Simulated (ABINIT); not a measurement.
# Quasiparticle gap of PbF2 (Fluorocronite) in ABINIT, part 3 of 3

How does a plane-wave GW calculation on PbF2 (Fluorocronite) run from the first input to the gap?

ABINIT 10.8.3; LDA and many-body steps on it, plane waves. Known limits of the many-body steps: not at the basis limit; no spin-orbit coupling; coarse k mesh.

So far. Step 4 (Empty states on the mesh, 4×4×4 mesh, 89 bands): On this mesh the gap is 4.278 eV. Step 5 (Screening, 4×4×4 mesh, 81 bands, screening to 130.6 eV): Local fields lower ε∞ by 14 %. On a Γ-centred mesh this coarse the value itself is usually too large, while a short band sum pulls it down.

The database entry behind the starting cell differs from later determinations by our own check (0.1 to 0.3 % short, probably kX units), so it need not match the best structure at ambient conditions.

**6. Self-energy, 4×4×4 mesh, 81 bands, screening to 130.6 eV**

The self-energy is evaluated for the states that the input lists, and the levels follow from it, in one-shot runs by the linearised quasiparticle equation.

This step: G0W0 on LDA, plane waves, norm-conserving pseudopotentials.

File run.abi:

```
acell 3*1.0 Angstrom
rprim 
  -0.000000000000 2.963660000000 2.963660000000
  2.963660000000 0.000000000000 2.963660000000
  2.963660000000 2.963660000000 -0.000000000000
ntypat 2
znucl 82 9
natom 3
typat 1 2 2
xred 
  0.000000000000 0.000000000000 0.000000000000
  0.250000000000 0.250000000000 0.250000000000
  0.750000000000 0.750000000000 0.750000000000
pp_dirpath "pseudos"
pseudos "Pb.upf, F.upf"
ecut 36
ngkpt 4 4 4
nshiftk 1
shiftk 0 0 0
kptopt 1
chksymbreak 0
istwfk *1
occopt 1
irdwfk 1
optdriver 4
nband 81
gwcalctyp 0
ecutsigx 36
symsigma 1
nkptgw 3
kptgw 
  -0.2500000000 0.5000000000 0.2500000000
  0.5000000000 0.5000000000 0.0000000000
  0.0000000000 0.0000000000 0.0000000000
bdgw 
  17 20
  16 21
  16 21
ecuteps 4.8
irdscr 1
ppmodel 1
indata_prefix "in"
outdata_prefix "out"
tmpdata_prefix "tmp"
```

Launch:

```console
> OMP_NUM_THREADS=1 mpirun -n 4 abinit run.abi > log
```

Numbers of over 12 decimals in the logs are rounded to 6 here.

What it wrote:

```text
.Version 10.8.3 of ABINIT. v10.8.2 released Aug 2026.

 Symmetries : space group Fm -3 m (#225); Bravais cF (face-center cubic)
[... echo of the input left out ...]
== DATASET  1 ==================================================================
-   mpi_nproc: 4, omp_nthreads: 1 (-1 if OMP is not activated)

--- !DatasetInfo
iteration_state: {dtset: 1, }
dimensions: {natom: 3, nkpt: 8, mband: 81, nsppol: 1, nspinor: 1, nspden: 1, mpw: 3695, }
cutoff_energies: {ecut:  36.0, pawecutdg:  -1.0, }
electrons: {nelect:   3.60000000E+01, charge:   0.00000000E+00, occopt:   1.00000000E+00, tsmear:   1.00000000E-02, }

 SIGMA: Calculation of the GW corrections

 Based on a program developped by R.W. Godby, V. Olevano, G. Onida, and L. Reining.
 Incorporated in ABINIT by V. Olevano, G.-M. Rignanese, and M. Torrent.
.Using double precision arithmetic ; gwpc =  8

[... cell and pseudopotentials left out ...]
--------------------------------------------------------------------------------

 ==== K-mesh for the wavefunctions ====
 Number of points in the irreducible wedge :     8
[... list of points left out ...]
 Together with 48 symmetry operations and time-reversal symmetry
 yields    64 points in the full Brillouin Zone.

 ==== Q-mesh for screening function ====
 Number of points in the irreducible wedge :     8
[... list of points left out ...]
 Together with 48 symmetry operations and time-reversal symmetry
 yields    64 points in the full Brillouin Zone.

 vcoul_init : cutoff-mode = AUXILIARY_FUNCTION
 q-points for optical limit:   1
     1)      0.000010    0.000020    0.000030
 setmesh: FFT mesh size selected  =    45x   45x   45
          total number of points  =        91125

 Number of electrons calculated from density =   36.0000; Expected =   36.0000
 average of density, n =  0.102469
 r_s =    1.3257
 omega_plasma =   30.8781 [eV]

 === KS Band Gaps ===
  >>>> For spin  1
   Minimum direct gap =   4.4340 [eV], located at k-point      :   0.5000  0.5000  0.0000
   Fundamental gap    =   4.2784 [eV], Top of valence bands at :  -0.2500  0.5000  0.2500
                                       Bottom of conduction at :   0.5000  0.5000  0.0000
 SIGMA fundamental parameters:
 PLASMON POLE MODEL  1
 number of plane-waves for SigmaX                 3695
 number of plane-waves for SigmaC and W            169
 number of plane-waves for wavefunctions          3695
 number of bands                                    81
 number of independent spin polarizations            1
 number of spinorial components                      1
 number of k-points in IBZ                           8
 number of q-points in IBZ                           8
 number of symmetry operations                      48
 number of k-points in BZ                           64
 number of q-points in BZ                           64
 number of frequencies for dSigma/dE                 9
 frequency step for dSigma/dE [eV]                0.25
 number of omega for Sigma on real axis              0
 max omega for Sigma on real axis  [eV]           0.00
 zcut for avoiding poles [eV]                     0.10

 EPSILON^-1 parameters (SCR file):
 dimension of the eps^-1 matrix on file            169
 dimension of the eps^-1 matrix used               169
 number of plane-waves for wavefunctions          3695
 number of bands                                    81
 number of q-points in IBZ                           8
 number of frequencies                               2
 number of real frequencies                          1
 number of imag frequencies                          1

 matrix elements of self-energy operator (all in [eV])

 Perturbative Calculation

--- !SelfEnergy_ee
iteration_state: {dtset: 1, }
kpoint     : [  -0.250,    0.500,    0.250, ]
spin       : 1
KS_gap     :    5.933
QP_gap     :    8.354
Delta_QP_KS:    2.421
data: !SigmaeeData |
     Band     E0 <VxcDFT>   SigX SigC(E0)      Z dSigC/dE  Sig(E)    E-E0       E
       17   1.653 -22.494 -30.093   6.121   0.761  -0.314 -23.619  -1.124   0.529
       18   3.116 -20.598 -25.277   3.630   0.802  -0.246 -21.439  -0.841   2.274
       19   9.049 -13.886  -9.228  -2.797   0.849  -0.178 -12.306   1.579  10.628
       20   9.049 -13.886  -9.228  -2.797   0.849  -0.178 -12.306   1.579  10.628

--- !SelfEnergy_ee
iteration_state: {dtset: 1, }
kpoint     : [   0.500,    0.500,    0.000, ]
spin       : 1
KS_gap     :    4.434
QP_gap     :    6.678
Delta_QP_KS:    2.244
data: !SigmaeeData |
     Band     E0 <VxcDFT>   SigX SigC(E0)      Z dSigC/dE  Sig(E)    E-E0       E
       16   1.590 -22.382 -29.974   6.105   0.759  -0.318 -23.510  -1.128   0.463
       17   1.590 -22.382 -29.974   6.105   0.759  -0.318 -23.510  -1.128   0.463
       18   2.960 -19.986 -24.526   3.464   0.806  -0.241 -20.853  -0.867   2.093
       19   7.394 -11.801  -7.219  -2.985   0.862  -0.160 -10.424   1.377   8.771
       20  10.888 -15.480 -10.296  -2.923   0.835  -0.198 -13.593   1.887  12.775
       21  10.888 -15.480 -10.296  -2.923   0.835  -0.198 -13.593   1.887  12.775

--- !SelfEnergy_ee
iteration_state: {dtset: 1, }
kpoint     : [   0.000,    0.000,    0.000, ]
spin       : 1
KS_gap     :    8.582
QP_gap     :   11.424
Delta_QP_KS:    2.843
data: !SigmaeeData |
     Band     E0 <VxcDFT>   SigX SigC(E0)      Z dSigC/dE  Sig(E)    E-E0       E
       16   1.154 -21.541 -29.133   6.047   0.761  -0.314 -22.717  -1.176  -0.022
       17   1.154 -21.541 -29.133   6.047   0.761  -0.314 -22.717  -1.176  -0.022
       18   1.154 -21.541 -29.133   6.047   0.761  -0.314 -22.717  -1.176  -0.022
       19   9.736 -11.871  -6.632  -3.295   0.857  -0.167 -10.205   1.667  11.403
       20   9.736 -11.871  -6.632  -3.295   0.857  -0.167 -10.205   1.667  11.403
       21   9.736 -11.871  -6.632  -3.295   0.857  -0.167 -10.205   1.667  11.403

== END DATASET(S) ==============================================================
================================================================================

 -outvars: echo values of variables after computation  --------
           etotal      0.0000000000E+00
            nband          81
             nkpt           8
          spgroup         225
 [... the other variables as echoed above ...]

 Calculation completed.
```

Wall time 10 s (4 MPI ranks of Arm Neoverse V1, shared host); peak memory 0.92 GiB.

This step gave:

* G0W0 gap on the points computed: 6.497 eV
* starting gap on the mesh: 4.278 eV
* k of the valence top: -0.25, 0.5, 0.25
* k of the conduction bottom: 0.5, 0.5, 0
* Z at the valence top: 0.802
* Z at the conduction bottom: 0.862
* least direct G0W0 gap on the computed points: 6.678 eV

The gap on the mesh goes from 4.28 eV to 6.50 eV, a correction of +2.22 eV.

Limits: finite bands, cutoff and mesh; no spin-orbit coupling; coarse k mesh. v1 is the top filled band, c1 the lowest empty one. Levels before and after the correction, in eV, zero at the valence-band top of each column:

|  | conduction bottom | valence top |
| --- | --- | --- |
| Kohn-Sham | 4.28 | 0.00 |
| G0W0 | 6.50 | 0.00 |

|  | level | energy (eV) |
| --- | --- | --- |
| Kohn-Sham | (-0.25 0.5 0.25) v2 | -1.463 |
| Kohn-Sham | (-0.25 0.5 0.25) v1 | 0.000 |
| Kohn-Sham | (-0.25 0.5 0.25) c1-c2 | 5.933 |
| Kohn-Sham | (0.5 0.5 0) v3-v2 | -1.525 |
| Kohn-Sham | (0.5 0.5 0) v1 | -0.156 |
| Kohn-Sham | (0.5 0.5 0) c1 | 4.278 |
| Kohn-Sham | (0.5 0.5 0) c2-c3 | 7.772 |
| G0W0 | (-0.25 0.5 0.25) v2 | -1.745 |
| G0W0 | (-0.25 0.5 0.25) v1 | 0.000 |
| G0W0 | (-0.25 0.5 0.25) c1-c2 | 8.354 |
| G0W0 | (0.5 0.5 0) v3-v2 | -1.811 |
| G0W0 | (0.5 0.5 0) v1 | -0.181 |
| G0W0 | (0.5 0.5 0) c1 | 6.497 |
| G0W0 | (0.5 0.5 0) c2-c3 | 10.501 |

**7. Where the time went**

Times are wall times on 4 MPI ranks of Arm Neoverse V1, shared host, good to a factor of about two.

| step | time | share | memory (GiB) |
| --- | --- | --- | --- |
| ground state | 18 s | 18 % | 0.36 |
| bands along the symmetry lines | 22 s | 23 % | 0.37 |
| empty states on the mesh | 20 s | 20 % | 0.35 |
| screening | 28 s | 28 % | 0.91 |
| self-energy | 10 s | 10 % | 0.92 |

**8. Summary of results**

* LDA gap: 4.28 eV, indirect
* G0W0 gap on the mesh: 6.50 eV
* GW settings: 4×4×4 mesh, 81 bands, screening to 130.6 eV, Godby-Needs plasmon pole
* known limits: not at the basis limit; no spin-orbit coupling; coarse k mesh

What this shows: G0W0 moves the gap on the mesh from 4.28 eV to 6.50 eV (+2.22 eV), with Z of 0.80 and 0.86 at the edges. Local fields lower the RPA ε∞ on this mesh from 3.84 to 3.28; a Γ-centred mesh this coarse tends to raise both, most where the direct gap is narrow, while a short band sum lowers them. Only 3 of the mesh's irreducible points were corrected, so a valley elsewhere could overtake. Bands and cutoff are finite, so the gap is not at the basis limit. The miss can reach some tenths of an eV and take either sign; the mesh is an error of its own. In the G0W0 run levels were corrected at 3 k points alone, so a gap called «on the mesh» is the least over those, and an edge elsewhere would be missed. The 4×4×4 mesh is coarse for this cell, which bears on the long-range parts of exchange and screening. Where an edge is built on 6p states of lead, bismuth or thallium, scalar-relativistic gaps usually stand too wide, by a few tenths to over one eV. The many-body steps are scalar-relativistic: spin-orbit coupling is not in them.

[Paths, hosts, dates, memory and timing lines, banners, echoed tables and standing remarks are left out of the program output.]

[Logs are printed without paths, hosts, clocks, repeated set-up lines and the standing remarks that a program may print on its own settings, such as how far it seeks lower states.]

[Runs of the session that timed out or met a known fault of the program may be left out.]

[Hosts, paths, dates, database ids (printed as entryN), source tags and the programs' standing remarks are cut or masked in the printed files.]

[G0W0 gaps are taken among the corrected bands and points alone; a level outside them can change the order at an edge.]

[Where Ansatz stands beside ABINIT at settings called matched, ABINIT's density can come from a denser mesh and the files from another edition; pairs whose starting gaps differed by over 0.03 eV were left out, so agreement reads better than it is.]
